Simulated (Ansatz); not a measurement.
# RbRuF3, from a guessed structure to a relaxed one, part 2 of 2

This structure for RbRuF3 is made up. Its elements were placed in a known structure type with a cell scaled to their sizes. What cell does the guess relax to, and how far off was it?

Ansatz 0.2.0; DFT, PBEsol, plane-wave PAW, files of the set soft_1, scalar-relativistic, no spin, cell and ions relaxed at zero pressure; PAW set soft_1 (the session's first sound run).

So far: The structure; Relaxing cell and atoms. The relaxed cell has a = 4.184 Å (conventional setting).

### 3. Bands of the relaxed cell

A second self-consistent run takes a narrower smearing and the mesh shown in its input; the bands follow along the standard path of the relaxed lattice.

This step: DFT, PBEsol, plane-wave PAW, files of the set soft_1, scalar-relativistic, no spin, bands and density of states at the relaxed cell; PAW set soft_1 (Ansatz 0.2.0).

The input, input.yaml:

```yaml
crystal:
  lattice:
    - [4.1844335125, 0.0, 0.0]
    - [0.0, 4.1844335125, 0.0]
    - [0.0, 0.0, 4.1844335125]
  atoms:
    - { symbol: Ru, position: [0.5, 0.5, 0.5] }
    - { symbol: Rb, position: [0.0, 0.0, 0.0] }
    - { symbol: F, position: [0.5, 0.0, 0.5] }
    - { symbol: F, position: [0.0, 0.5, 0.5] }
    - { symbol: F, position: [0.5, 0.5, 0.0] }
kpoints:
  mp_grid: { grid: [8, 8, 8] }
  band_path:
    path:
      - [[0.0, 0.0, 0.0], [0.0, 0.5, 0.0], [0.5, 0.5, 0.0], [0.0, 0.0, 0.0], [0.5, 0.5, 0.5], [0.0, 0.5, 0.0]]
      - [[0.5, 0.5, 0.0], [0.5, 0.5, 0.5]]
    npoints: 13
scf:
  occupations: { method: fermi_dirac, width: 0.03 }
  n_extra_bands: 9
hamiltonian:
  xc: pbesol
  pseudopotentials: { kind: paw, azcp: { folder: soft_1 }, xc_functional: pbe }
output:
  forces: true
  stress: true
  write_bands: true
  dos: { projected: true }
  write_density: true
  write_potential: true
  elf: true
  volumetric_format: npy
```

Command:

```sh
$ ansatz run input.yaml --threads 4 --pin off --max-ram 8192MiB --backend cpu --events-out ev --progress --plain --runs-dir out
```

Numbers of over 12 decimals in the logs are rounded to 6 here.

Output:

```text
[...]
Crystal: 5 atoms, lattice volume = 73.267 Å³
Basis set: ecut = 420 eV, 1365 PW (Γ), exchange–correlation on 60×60×60 points (8 copies of the dense FFT grid, shifted against one another)
Bands: 32, of which v1, the nominal top of the filled ones, is band 23 counted from 1 (22 counted from 0)
Symmetry: 48 space group operations
[...]
k-points: 35 of 512
[...]
SCF iter   1: F=—  HF=-11440.328550 eV  |F-HF|=—  |Δ(HF+E_count)|=         —  Δρ=2.01e-1  dr2=2.37e1  ethr=3.10e-3  ⟨swp⟩=6.1  Hψ=4994  notcnv=0
[...]
SCF iter  10: F=-11434.685062 eV  HF=-11434.685062 eV  |F-HF|=4.68e-8  |Δ(HF+E_count)|=   7.76e-7  Δρ=4.62e-6  dr2=1.34e-8  ethr=2.17e-10  ⟨swp⟩=15.4  Hψ=8364  notcnv=0
SCF 1 converged in 10 iterations: F = -11434.685062 eV  dr2 = 1.34e-8
[...]
NSCF: frozen V_eff on 80 k-points
SCF converged after 10 iterations
Free energy (F): -11434.685062 eV
[...]
Internal energy: -11434.671119 eV  (E = F + TS)
E sigma→0 (E₀):  -11434.678091 eV
Entropy (-TS):   -0.013943 eV (-2.789 meV/atom)
Fermi energy:    9.478095 eV
[...]
--- Stress (GPa, compression-positive) ---
        0.020483       0.000000       0.000000
        0.000000       0.020483       0.000000
        0.000000       0.000000       0.020483
  P = ⅓ Tr σ = 0.0205 GPa (0.205 kbar)
--- Band table (eV; the first three rows and the last of 35) ---
  k-point 0: bands = [... 19 lower, 3.9667, 8.0130, 8.0130, 8.0130, 9.2058, 9.2058, 11.3794, 14.3527, ... 5 higher]
  k-point 1: bands = [... 19 lower, 3.9207, 8.0214, 8.1604, 8.1604, 9.2099, 9.5176, 11.6654, 14.4765, ... 5 higher]
  k-point 2: bands = [... 19 lower, 3.8299, 8.0417, 8.5049, 8.5049, 9.2192, 10.1120, 12.4606, 14.7892, ... 5 higher]
  k-point 34: bands = [... 19 lower, 4.2732, 9.5968, 9.5968, 9.5968, 12.3526, 12.3526, 14.5801, 14.5801, ... 5 higher]
```

Elapsed: 2.5 s, on 4 threads of Intel Xeon at 2.60GHz (Ice Lake), shared host; peak memory 0.48 GiB.

Numbers from this step:

| Item | Value |
| --- | --- |
| free energy | -11434.6851 eV |
| energy at zero smearing | -11434.6781 eV |
| smearing term TS | 0.01394 eV |
| pressure | 0.02048 GPa |

From bands.tsv, the bands that come nearest the Fermi level along the path, at its corners, in eV from the Fermi level:

```tsv
point	band 20	band 21	band 22	band 23	band 24	band 25	band 26	band 27
Γ	-5.51	-1.47	-1.47	-1.47	-0.27	-0.27	1.90	4.87
X	-5.76	-1.41	-0.50	-0.50	-0.25	1.25	4.64	5.70
M	-5.22	-0.50	-0.50	0.10	0.37	2.87	5.46	6.45
Γ	-5.51	-1.47	-1.47	-1.47	-0.27	-0.27	1.90	4.87
R	-5.20	0.12	0.12	0.12	2.87	2.87	5.10	5.10
X	-5.76	-1.41	-0.50	-0.50	-0.25	1.25	4.64	5.70
M	-5.22	-0.50	-0.50	0.10	0.37	2.87	5.46	6.45
R	-5.20	0.12	0.12	0.12	2.87	2.87	5.10	5.10
```

States per cell as run, both spins, in windows of 1 eV, from dos.tsv (zero at the Fermi level):

```
from  to  total
  -8  -7   4.04
  -7  -6   5.26
  -6  -5   6.43
  -5  -4   0.00
  -4  -3   0.00
  -3  -2   0.00
  -2  -1   0.97
  -1   0   5.05
   0   1   1.76
   1   2   1.30
   2   3   1.05
   3   4   0.32
   4   5   0.72
   5   6   3.01
```

Below -8 eV lie 24.3 more states.

Electrostatic potential energy in the ac plane at fractional y = 0.500, with atoms of Ru and F within 0.2 Å of it. With pseudopotentials it is smooth inside the atoms' cores, unlike the true potential.

Values in eV, 14 rows by 14 columns, each cell a mean:
```
 12  12  12  12  10  -9 -32 -36 -25  -2  12  12  12  12
 12  12  12  12  11   5 -15 -20  -8   8  12  12  12  12
 12  12  12  12  11   9   6   4   7   9  11  12  12  12
 12  12  12  11   8   4  -5  -7  -1   5   9  11  12  12
 -7   1  10   8   0 -17 -43 -50 -34 -12   5   9   8  -2
-30 -23   2   6 -11 -42 -70 -73 -63 -34  -1   7  -8 -25
-40 -34  -8   3 -22 -58 -75 -75 -73 -50  -7   4 -20 -36
-36 -30  -4   4 -17 -51 -75 -75 -70 -43  -5   6 -15 -32
-14  -6   9   8  -2 -24 -51 -58 -42 -17   4   9   5  -9
  9  11  11  10   6  -2 -17 -22 -11   0   8  11  11  10
 12  12  12  12  10   8   4   3   6   8  11  12  12  12
 12  12  12  12  11   9  -4  -8   2  10  12  12  12  12
 12  12  12  12  11  -6 -30 -34 -23   1  12  12  12  12
 12  12  12  12   9 -14 -36 -40 -30  -7  12  12  12  12
```
Columns run along a (4.2 Å; values clipped at the 3rd and 97th percentile), rows up along c (4.2 Å). Atoms in or near the plane, at fractional coordinates: Ru at (0.50, 0.50), F at (0.00, 0.50), F at (0.50, 0.00).

ELF in the ac plane at fractional y = 0.500, with atoms of Ru and F within 0.2 Å of it. It is the smooth field of the valence electrons, not physical close to the nuclei.

Values, 14 rows by 14 columns, each cell a mean:
```
0.01 0.01 0.04 0.21 0.62 0.79 0.73 0.66 0.78 0.77 0.47 0.14 0.01 0.01
0.02 0.01 0.02 0.09 0.38 0.63 0.76 0.76 0.73 0.58 0.24 0.06 0.01 0.01
0.18 0.12 0.04 0.05 0.11 0.19 0.32 0.36 0.28 0.17 0.08 0.04 0.06 0.14
0.54 0.42 0.14 0.08 0.14 0.17 0.12 0.10 0.15 0.17 0.11 0.08 0.24 0.47
0.80 0.74 0.41 0.14 0.28 0.50 0.43 0.34 0.49 0.46 0.17 0.17 0.58 0.77
0.75 0.78 0.60 0.19 0.26 0.56 0.60 0.54 0.63 0.49 0.15 0.28 0.73 0.78
0.55 0.70 0.68 0.23 0.15 0.41 0.55 0.51 0.54 0.34 0.10 0.36 0.76 0.66
0.67 0.74 0.65 0.21 0.21 0.50 0.60 0.55 0.60 0.43 0.12 0.32 0.76 0.73
0.81 0.77 0.46 0.15 0.29 0.54 0.50 0.41 0.56 0.50 0.17 0.19 0.63 0.79
0.69 0.58 0.24 0.10 0.20 0.29 0.21 0.15 0.26 0.28 0.14 0.11 0.38 0.62
0.27 0.18 0.06 0.05 0.10 0.15 0.21 0.23 0.19 0.14 0.08 0.05 0.09 0.21
0.05 0.03 0.02 0.06 0.24 0.46 0.65 0.68 0.60 0.41 0.14 0.04 0.02 0.04
0.01 0.01 0.03 0.18 0.58 0.77 0.74 0.70 0.78 0.74 0.42 0.12 0.01 0.01
0.00 0.01 0.05 0.27 0.69 0.81 0.67 0.55 0.75 0.80 0.54 0.18 0.02 0.01
```
Columns run along a (4.2 Å), rows up along c (4.2 Å). Atoms in or near the plane, at fractional coordinates: Ru at (0.50, 0.50), F at (0.00, 0.50), F at (0.50, 0.00).

Valence density in the ac plane at fractional y = 0.500, with atoms of Ru and F within 0.2 Å of it. It is the smooth field of the valence electrons, not physical close to the nuclei.

Ten even steps from '_' (0 e/Å³) to '@' (12 e/Å³), each cell a mean:
```
__________..++**--..________
____________..::..__________
____________________________
____________________________
..________..::::::..______..
++::______::++**==::____..--
@@++..____--%%@@**::____::**
##==..____--##%%++::____..++
::..______..----::..______..
____________________________
____________________________
____________....____________
__________..==++::__________
__________::##@@++..________
```
Columns run along a (4.2 Å), rows up along c (4.2 Å). Atoms in or near the plane, at fractional coordinates: Ru at (0.50, 0.50), F at (0.00, 0.50), F at (0.50, 0.00).

### 4. Summary of results

```
space group, relaxed : Pm-3m
conventional cell    : a = 4.184, b = 4.184, c = 4.184 Å; α = 90.0°, β = 90.0°, γ = 90.0°
volume per atom      : 14.65 Å³ (guess 14.88)
```

In words: RbRuF3 relaxes to Pm-3m with a = 4.184, b = 4.184 and c = 4.184 Å. The guessed volume was 2 % too large. The space group Pm-3m was held in the relaxation, so the end point is a stationary structure within it and may be a saddle against distortions or other arrangements. Bands cross the Fermi level, so it is a metal or semimetal at this level. Semilocal functionals can close a small real gap, so this isn't settled for compounds with anions. On the 8×8×8 mesh with the narrower smearing (relaxed on 6×6×6) the forces vanish, as symmetry may demand, and the largest stress component is 0.020 GPa, within the relaxation's thresholds of 0.015 eV/Å and 0.05 GPa. The cutoff wasn't tested. No dispersion term is used, so weakly bound directions may come out too long. The runs have no spin, and magnetism wasn't tested. Nothing here tests whether the compound is stable against decomposition.

[Logs are printed without paths, hosts, clocks, repeated set-up lines and the standing remarks that a program may print on its own settings, such as how far it seeks lower states.]

[Hosts, paths, dates, database ids (printed as entryN), source tags and the programs' standing remarks are cut or masked in the printed files.]
